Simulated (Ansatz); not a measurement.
## Y (P6_3/mmc): Migdal–Eliashberg transition temperature

What Tc do the phonons of Y (P6_3/mmc) give, and how does it depend on μ*? The cell shown first is a relaxed one, from steps not shown here.

Method: DFT LDA, scalar-relativistic, plane waves, PAW, in the first sound run; inputs show where later runs differ, in Ansatz 0.2.0.

Most raw output is cut from this account.

### Step 1. The cell after earlier relaxation steps

It takes space group P6_3/mmc (No. 194, hexagonal). Conventional cell: a = 3.549 Å, b = 3.549 Å, c = 5.494 Å, α = 90.00°, β = 90.00°, γ = 120.00°. Nearest to Y lie 12 Y at 3.43 to 3.55 Å.

### Step 2. Electron–phonon run: LDA at its own relaxed cell

The run that gives the couplings also evaluates McMillan's and Allen and Dynes's formulas and, where asked, the Eliashberg equations, over a range of μ*.

Contents of input.yaml:

```yaml
crystal:
  lattice:
    - [3.5492284599, 0.0, 0.0]
    - [-1.7746142299, 3.0737220101, 0.0]
    - [0.0, 0.0, 5.4935381586]
  atoms:
    - { symbol: "Y", position: [0.3333333333, 0.6666666667, 0.25] }
    - { symbol: "Y", position: [0.6666666667, 0.3333333333, 0.75] }
kpoints:
  mp_grid: { grid: [12, 12, 6] }
hamiltonian:
  xc: lda
scf:
  occupations: { method: methfessel_paxton, width: 0.2 }
output:
  eigenvalues: true
phonons:
  method: dfpt
  qmesh: [3, 3, 3]
  temperatures: { t_max: 1000, t_step: 50 }
  qpath:
    path:
      - [[0.0, 0.0, 0.0], [0.5, 0.0, 0.0], [0.33333333, 0.33333333, 0.0], [0.0, 0.0, 0.0], [0.0, 0.0, 0.5], [0.5, 0.0, 0.5], [0.33333333, 0.33333333, 0.5], [0.0, 0.0, 0.5]]
      - [[0.5, 0.0, 0.5], [0.5, 0.0, 0.0]]
      - [[0.33333333, 0.33333333, 0.5], [0.33333333, 0.33333333, 0.0]]
    npoints: 10
  electrical_resistivity:
    mesh: [18, 18, 12]
    temperatures: [20.0, 50.0, 80.0, 100.0, 150.0, 200.0, 273.0, 300.0, 400.0, 500.0, 600.0, 800.0]
  superconductivity: { mesh: [18, 18, 12] }
```

The run is started by

```bash
ansatz run input.yaml --threads 4 --pin off --max-ram 20480MiB --backend cpu --events-out ev --progress --plain --runs-dir out
```

Run time: 5.7 min. Hardware: 4 threads of Arm Neoverse V1, shared host; peak memory 3.2 GiB.

Numbers from this step:

| Property | Result |
| --- | --- |
| volume per atom | 29.97 Å³ |
| metallic on mesh | yes |
| gap on the k-mesh | 0 eV |
| zero point energy | 0.03861 eV/cell |
| share of imaginary modes in the plain interpolation between solved wavevectors | 0 |
| highest frequency, solved or plainly interpolated | 155 cm⁻¹ |
| Debye temperature (second moment) | 201 K |
| resistivity at 300 K | 61.16 μΩ cm, mean of the axes |
| coupling constant λ | 0.8136 |
| density of states at the Fermi level | 1.918 states/eV a spin and cell |
| log mean phonon energy ħω_log | 10.45 meV |
| transport coupling constant λ_tr | 0.894, 0.894, 0.8773 (xx, yy, zz) |
| Drude plasma energy | 3.707, 3.707, 5.425 eV (xx, yy, zz) |
| resistivity times mean free path | 12.96, 12.96, 5.809 × 10⁻¹⁶ Ω m² (xx, yy, zz) |
| second-moment phonon energy ħω₂ | 11.64 meV |
| coupling λ by branch | 0.237, 0.188, 0.138, 0.106, 0.081, 0.0638 (branches by rank of frequency) |

Transition temperatures:

```csv
μ*,McMillan Tc (K),Allen–Dynes Tc (K),isotropic Fermi-surface Tc (K),isotropic full bandwidth Tc (K),anisotropic Fermi-surface Tc (K),anisotropic full bandwidth Tc (K),anisotropic narrow window Tc (K)
0.08,6.65,6.98,6.74,6.74,6.97,6.97,6.97
0.1,5.88,6.14,5.84,5.84,6.06,6.07,6.07
0.12,5.14,5.35,4.99,4.99,5.21,5.22,5.22
0.13,4.78,4.96,4.59,4.59,4.81,4.82,4.82
0.14,4.43,4.59,4.21,4.2,4.43,4.43,4.43
0.16,3.76,3.89,3.49,3.49,3.7,3.71,3.71
0.2,2.55,2.63,2.26,2.26,2.46,2.46,2.46
```

### Step 3. Coupling and resistivity: r2SCAN at its own relaxed cell

The functional sets the lattice constant, the bands and the force constants.

This step: DFT r2SCAN, scalar-relativistic, plane waves, PAW (Ansatz 0.2.0).

Changes to input.yaml since step 2:

```diff
@@ -2,5 +2,5 @@
   lattice:
-    - [3.5492284599, 0.0, 0.0]
-    - [-1.7746142299, 3.0737220101, 0.0]
-    - [0.0, 0.0, 5.4935381586]
+    - [3.6839375722, 0.0, 0.0]
+    - [-1.8419687861, 3.1903835235, 0.0]
+    - [0.0, 0.0, 5.6879050032]
   atoms:
@@ -9,5 +9,5 @@
 kpoints:
-  mp_grid: { grid: [12, 12, 6] }
+  mp_grid: { grid: [9, 9, 6] }
 hamiltonian:
-  xc: lda
+  xc: r2scan
 scf:
@@ -18,3 +18,3 @@
   method: dfpt
-  qmesh: [3, 3, 3]
+  qmesh: [3, 3, 2]
   temperatures: { t_max: 1000, t_step: 50 }
@@ -27,4 +27,4 @@
   electrical_resistivity:
-    mesh: [18, 18, 12]
+    mesh: [12, 12, 8]
     temperatures: [20.0, 50.0, 80.0, 100.0, 150.0, 200.0, 273.0, 300.0, 400.0, 500.0, 600.0, 800.0]
-  superconductivity: { mesh: [18, 18, 12] }
+  superconductivity: { mesh: [12, 12, 8] }
```

It took 11 min on 4 threads; peak memory 4.8 GiB; 42 min of CPU time.

Numbers from this step:

```yaml
volume_per_atom: 33.43 Å³
zero_point_energy: 0.03847 eV/cell
highest_frequency_solved_or_plainly_interpolated: 159.7 cm⁻¹
debye_temperature_second_moment: 200 K
resistivity_at_300_k: 76.31 μΩ cm, mean of the axes
coupling_constant_lambda: 0.7097
density_of_states_at_the_fermi_level: 1.748 states/eV a spin and cell
log_mean_phonon_energy_omega_log: 10.44 meV
transport_coupling_constant_lambda_tr: 0.8263, 0.8263, 0.8421 (xx, yy, zz)
drude_plasma_energy: 3.127, 3.127, 4.97 eV (xx, yy, zz)
resistivity_times_mean_free_path: 17.1, 17.1, 6.57 × 10⁻¹⁶ Ω m² (xx, yy, zz)
second_moment_phonon_energy_omega: 11.56 meV
coupling_lambda_by_branch: 0.219, 0.155, 0.101, 0.0893, 0.0853, 0.0597 (branches by rank of frequency)
```

Transition temperatures:

```csv
μ*,McMillan Tc (K),Allen–Dynes Tc (K),isotropic Fermi-surface Tc (K),isotropic full bandwidth Tc (K),anisotropic Fermi-surface Tc (K),anisotropic full bandwidth Tc (K),anisotropic narrow window Tc (K)
0.08,5.07,5.27,5.06,5.06,5.43,5.43,5.43
0.1,4.36,4.51,4.25,4.25,4.63,4.63,4.63
0.12,3.68,3.8,3.51,3.51,3.89,3.89,3.89
0.13,3.36,3.47,3.17,3.17,3.55,3.55,3.55
0.14,3.05,3.14,2.84,2.84,3.23,3.22,3.23
0.16,2.47,2.54,2.25,2.25,2.63,2.63,2.63
0.2,1.49,1.53,1.3,1.3,1.65,1.65,1.65
```

### Step 4. Resistivity: the database cell, unrelaxed

The base functional is run at the starting cell, unrelaxed, so that the lattice constant is the database's and not the functional's.

This step: DFT PBE, scalar-relativistic, plane waves, PAW (Ansatz 0.2.0).

Changes to input.yaml since step 3:

```diff
@@ -2,5 +2,5 @@
   lattice:
-    - [3.6839375722, 0.0, 0.0]
-    - [-1.8419687861, 3.1903835235, 0.0]
-    - [0.0, 0.0, 5.6879050032]
+    - [3.6474, 0.0, 0.0]
+    - [-1.8237, 3.1587410578, 0.0]
+    - [0.0, 0.0, 5.7306]
   atoms:
@@ -9,5 +9,5 @@
 kpoints:
-  mp_grid: { grid: [9, 9, 6] }
+  mp_grid: { grid: [12, 12, 6] }
 hamiltonian:
-  xc: r2scan
+  xc: pbe
 scf:
@@ -27,4 +27,4 @@
   electrical_resistivity:
-    mesh: [12, 12, 8]
+    mesh: [18, 18, 12]
     temperatures: [20.0, 50.0, 80.0, 100.0, 150.0, 200.0, 273.0, 300.0, 400.0, 500.0, 600.0, 800.0]
-  superconductivity: { mesh: [12, 12, 8] }
+  superconductivity: { mesh: [18, 18, 12] }
```

Wall time 4.9 min (4 threads); peak memory 2.5 GiB.

Numbers from this step:

```yaml
volume_per_atom: 33.01 Å³
zero_point_energy: 0.03794 eV/cell
highest_frequency_solved_or_plainly_interpolated: 145.1 cm⁻¹
debye_temperature_second_moment: 196 K
resistivity_at_300_k: 60.9 μΩ cm, mean of the axes
coupling_constant_lambda: 0.6009
density_of_states_at_the_fermi_level: 1.953 states/eV a spin and cell
log_mean_phonon_energy_omega_log: 11.07 meV
transport_coupling_constant_lambda_tr: 0.6673, 0.6673, 0.692 (xx, yy, zz)
drude_plasma_energy: 3.219, 3.219, 4.895 eV (xx, yy, zz)
resistivity_times_mean_free_path: 15.27, 15.27, 6.452 × 10⁻¹⁶ Ω m² (xx, yy, zz)
second_moment_phonon_energy_omega: 11.95 meV
coupling_lambda_by_branch: 0.154, 0.124, 0.101, 0.0884, 0.0747, 0.0579 (branches by rank of frequency)
```

Transition temperatures:

```csv
μ*,McMillan Tc (K),Allen–Dynes Tc (K),isotropic Fermi-surface Tc (K),isotropic full bandwidth Tc (K),anisotropic Fermi-surface Tc (K),anisotropic full bandwidth Tc (K),anisotropic narrow window Tc (K)
0.08,3.61,3.71,3.56,3.56,3.76,3.76,3.76
0.1,2.95,3.03,2.84,2.84,3.04,3.04,3.04
0.12,2.35,2.41,2.21,2.21,2.41,2.41,2.41
0.13,2.08,2.13,1.93,1.93,2.12,2.12,2.12
0.14,1.82,1.86,1.67,1.67,1.85,1.85,1.85
0.16,1.36,1.39,1.22,1.22,1.39,1.39,1.39
0.2,0.652,0.664,0.559,0.56,0.693,0.694,0.693
```

The Eliashberg function α²F has structure finer than the step of the table below, so its rows give means over 1 meV, whole bins alone (the curve runs from 0.07 to 18.0 meV). Peaks (meV: height): α²F 8.2: 0.56, 13.3: 0.363, 16.1: 0.567; α²F tr 8.4: 0.692, 13.2: 0.419, 16.1: 0.684.

Eliashberg function α²F against phonon energy; means over each step:

```csv
phonon energy (meV),α²F,α²F tr
1,4.8e-5,0
2,8.2e-4,1.6e-4
3,0.00256,8.3e-4
4,0.00567,0.00278
5,0.0124,0.00797
6,0.0263,0.0196
7,0.0543,0.0452
8,0.268,0.317
9,0.438,0.542
10,0.347,0.405
11,0.290,0.302
12,0.316,0.340
13,0.340,0.387
14,0.279,0.307
15,0.309,0.351
16,0.465,0.556
17,0.292,0.325
```

Anisotropic full-bandwidth solution, weighted at the Fermi level. Gaps:

```csv
mu*,T (K),mean gap (meV),5 % (meV),95 % (meV),mean Z
0.1,0.761,0.455,0.375,0.573,1.6
0.1,1.52,0.434,0.357,0.547,1.6
0.1,2.28,0.35,0.288,0.443,1.6
0.1,2.74,0.237,0.195,0.3,1.6
0.13,0.53,0.312,0.25,0.403,1.6
0.13,1.06,0.297,0.238,0.385,1.6
0.13,1.59,0.239,0.192,0.31,1.6
0.13,1.91,0.161,0.129,0.21,1.6
0.16,0.347,0.201,0.156,0.268,1.6
0.16,0.693,0.191,0.148,0.255,1.6
0.16,1.04,0.153,0.119,0.205,1.6
0.16,1.25,0.103,0.08,0.138,1.6
```

The dTc/da2F by phonon energy:

```csv
phonon energy (meV),dTc/da2F (K/meV)
1.0,-
1.5,5.39
2.0,5.25
2.5,5.00
3.0,4.73
3.5,4.46
4.0,4.22
4.5,3.99
5.0,3.78
5.5,3.59
6.0,3.41
6.5,3.25
7.0,3.10
7.5,2.97
8.0,2.84
8.5,2.72
9.0,2.62
9.5,2.51
10.0,2.41
10.5,2.33
11.0,2.25
11.5,2.17
12.0,2.10
12.5,2.02
13.0,1.95
13.5,1.89
14.0,1.84
14.5,1.78
15.0,1.73
15.5,1.68
16.0,1.63
16.5,1.58
17.0,1.54
17.5,1.50
```

Share of the Fermi-level states against lambda of a state:

```csv
lambda of a state,share of the Fermi-level states
0.440,0.0045
0.458,0.019
0.475,0.0162
0.492,0.0541
0.510,0.101
0.527,0.044
0.544,0.0818
0.562,0.0486
0.579,0.131
0.596,0.122
0.614,0.0682
0.631,0.0264
0.648,0.0465
0.666,0.0366
0.683,0.0441
0.700,0.0132
0.717,0.0289
0.735,0.0216
0.752,0.0285
0.769,0.0432
0.787,0.0078
0.804,0.0119
0.821,2.0e-4
0.839,2.0e-4
```

### Step 5. Summary of results

| Item | Value |
| --- | --- |
| meshes | q 3×3×2, k 12×12×6, scattering 18×18×12 |
| coupling constant λ | 0.601 |
| log mean phonon energy ħω_log | 11.1 meV |
| Allen–Dynes Tc at μ* = 0.1 | 3.03 K |
| Allen–Dynes Tc at μ* = 0.13 | 2.13 K |
| anisotropic Eliashberg Tc at μ* = 0.1 | 3.04 K |
| anisotropic Eliashberg Tc at μ* = 0.13 | 2.12 K |

What this shows: In the last run (PBE, database cell, q 3×3×2, k 12×12×6, scattering 18×18×12), with λ = 0.60 and ħω_log = 11.1 meV, Tc at μ* = 0.13 is 2.1 K by McMillan's formula, 2.1 K by Allen and Dynes's and 2.1 K by the anisotropic Eliashberg equations. Wikipedia's list of superconducting elements holds no transition of Y at normal pressure, while the calculation gives 2.1 K at μ* = 0.13; these runs do not show why: μ* may be larger, spin fluctuations are left out, and the cell, functional and meshes all move λ. Raising μ* from 0.10 to 0.16 lowers the Allen–Dynes value from 3.0 to 1.4 K. The mean gap at a quarter of Tc gives 2Δ/k_B Tc = 3.42, against 3.53 in weak-coupling theory. The gap spreads from 0.25 to 0.40 meV over nine tenths of the Fermi surface. By the run's own test λ is not converged in the fine mesh: it moves by 3 % between the two finest, and by up to 9 % in the other runs. The run's transport test calls it not converged in the mesh; ρ(300 K) moves by 17 % in the component that moves most. Over the runs, λ takes the values 0.814, 0.710 and 0.601, in the order shown. μ* is a typed number, phonons are harmonic, and spin fluctuations are left out; at μ* = 0.13 McMillan's formula turns 1 % in λ into about 3.7 % in Tc.

[Logs are printed without paths, hosts, clocks, repeated set-up lines and the standing remarks that a program may print on its own settings, such as how far it seeks lower states.]

[Hosts, paths, dates, database ids (printed as entryN), source tags and the programs' standing remarks are cut or masked in the printed files.]
